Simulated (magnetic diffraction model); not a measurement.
# Which magnetic order? LaCoW

Space group Pna2_1 (no. 33), a = 7.2840 Å, b = 7.9280 Å, c = 4.5120 Å.

| site | atom | x | y | z |
| --- | --- | --- | --- | --- |
| 4a | W | 0.3254 | 0.5819 | 0.7538 |
| 4a | La | 0.9834 | 0.3035 | 0.7557 |
| 4a | Co | 0.2116 | 0.9082 | 0.7658 |

The compound is invented for this exercise: a known structure type with other elements, its cell scaled to their sizes and not relaxed.

Only Co is taken to order (form factors of Co2+); orders and moment sizes are assumed, and not adapted to the symmetry. Radiation: neutrons of λ = 1.594 Å, 2° to 35°; isotropic B of 0.1 Å² (W), 0.1 Å² (La) and 0.14 Å² (Co). The intensities are simulated: I ∝ L Σ (|F_N|² + |F_M⊥|²) for unpolarised neutrons, with F_M = 2.695 fm/μB × Σ f(s) S exp(2πi Q·r) exp(−B s²) at Q = H ± k (one set where k and −k are equivalent), only the part normal to Q counting and L = 1/(sin²θ cos θ). For a modulated order the moment at position r is S exp(−2πi k·r) + c.c., with S = m/2 for a sine wave of amplitude m and S = m(u + iv)/2 for moments turning in a plane, u and v being orthogonal unit vectors in it; the phase factor of the sum at Q = H + k is then exp(2πi H·r). Form factors are spin-only for 3d ions and dipole or tabulated for f ions, scattering lengths are Sears's of 1992, and absorption is left out. A label names one of the reflections at its angle. The strongest nuclear line in the range is 100, and lines under 0.2 are left out.

Above the ordering temperature:

```
2θ (°)    index      I
 23.20  (0 2 0)    4.5
 23.45  (0 1 1)   16.5
 25.28  (2 0 0)    4.0
 26.46  (1 2 0)    3.3
 26.69  (1 1 1)    3.4
 32.67  (2 0 1)   10.9
 33.61  (1 2 1)   58.2
 34.58  (2 2 0)   36.4
 34.75  (2 1 1)  100.0
```

Below it (cell unchanged):

```csv
2θ (°),I
13.21,14.1
17.57,0.2
19.97,2.2
20.59,0.2
23.20,4.5
23.45,16.5
23.56,1.7
23.66,1.5
25.28,4.0
26.46,3.3
26.69,3.4
26.78,0.6
27.14,1.0
28.18,0.7
30.00,0.7
32.43,1.6
32.67,10.9
33.61,58.2
34.58,36.4
34.75,100.0
34.83,1.4
```

**Question.** Find the propagation vector, then choose among these models:
A. a sine wave with moments along [100] (amplitudes given), 1.23 μB on Co; signs + at (0.2116, 0.9082, 0.7658), − at (0.7884, 0.0918, 0.2658), + at (0.2884, 0.4082, 0.2658), − at (0.7116, 0.5918, 0.7658)
B. moments turning in the plane of [001] and [010], 1.23 μB on Co; signs + at (0.2116, 0.9082, 0.7658), − at (0.7884, 0.0918, 0.2658), + at (0.2884, 0.4082, 0.2658), − at (0.7116, 0.5918, 0.7658)
C. moments turning in the plane of [100] and [010], 1.23 μB on Co; signs + at (0.2116, 0.9082, 0.7658), − at (0.7884, 0.0918, 0.2658), + at (0.2884, 0.4082, 0.2658), − at (0.7116, 0.5918, 0.7658)
D. a sine wave with moments along [010] (amplitudes given), 1.23 μB on Co; signs + at (0.2116, 0.9082, 0.7658), − at (0.7884, 0.0918, 0.2658), + at (0.2884, 0.4082, 0.2658), − at (0.7116, 0.5918, 0.7658)

The new lines index as (1 0 1/5) at 13.21°, (0 1 4/5) at 19.97°, (0 2 1/5) at 23.56° and (1 1 4/5) at 23.66°, that is as H ± k with k = (0 0 1/5). Satellites come in pairs about each point of the reciprocal lattice.

Magnetic intensity, observed (below minus above) and for each model:

| 2θ (°) | index | observed | A | B | C | D |
| --- | --- | --- | --- | --- | --- | --- |
| 13.21 | (1 0 1/5) | 14.1 | 0.7 | 14.1 | 8.1 | 7.4 |
| 19.97 | (0 1 4/5) | 2.2 | 2.2 | 2.2 | 3.6 | 1.4 |
| 23.56 | (0 2 1/5) | 1.7 | 1.7 | 1.7 | 1.8 | <0.2 |
| 23.66 | (1 1 4/5) | 1.5 | 0.8 | 1.5 | 1.7 | 0.9 |
| 27.14 | (0 1 6/5) | 1.0 | 1.0 | 1.0 | 1.8 | 0.8 |
| 28.18 | (2 1 1/5) | 0.7 | <0.2 | 0.7 | 0.4 | 0.3 |
| 32.43 | (2 1 4/5) | 1.6 | 0.4 | 1.6 | 1.2 | 0.8 |
| 34.83 | (2 2 1/5) | 1.4 | 0.4 | 1.4 | 0.9 | 0.5 |

Model B matches.

The structure used: k = (0 0 1/5), moments turning in the plane of [001] and [010], 1.23 μB on Co; signs + at (0.2116, 0.9082, 0.7658), − at (0.7884, 0.0918, 0.2658), + at (0.2884, 0.4082, 0.2658), − at (0.7116, 0.5918, 0.7658).

[Logs are printed without paths, hosts, clocks, repeated set-up lines and the standing remarks that a program may print on its own settings, such as how far it seeks lower states.]
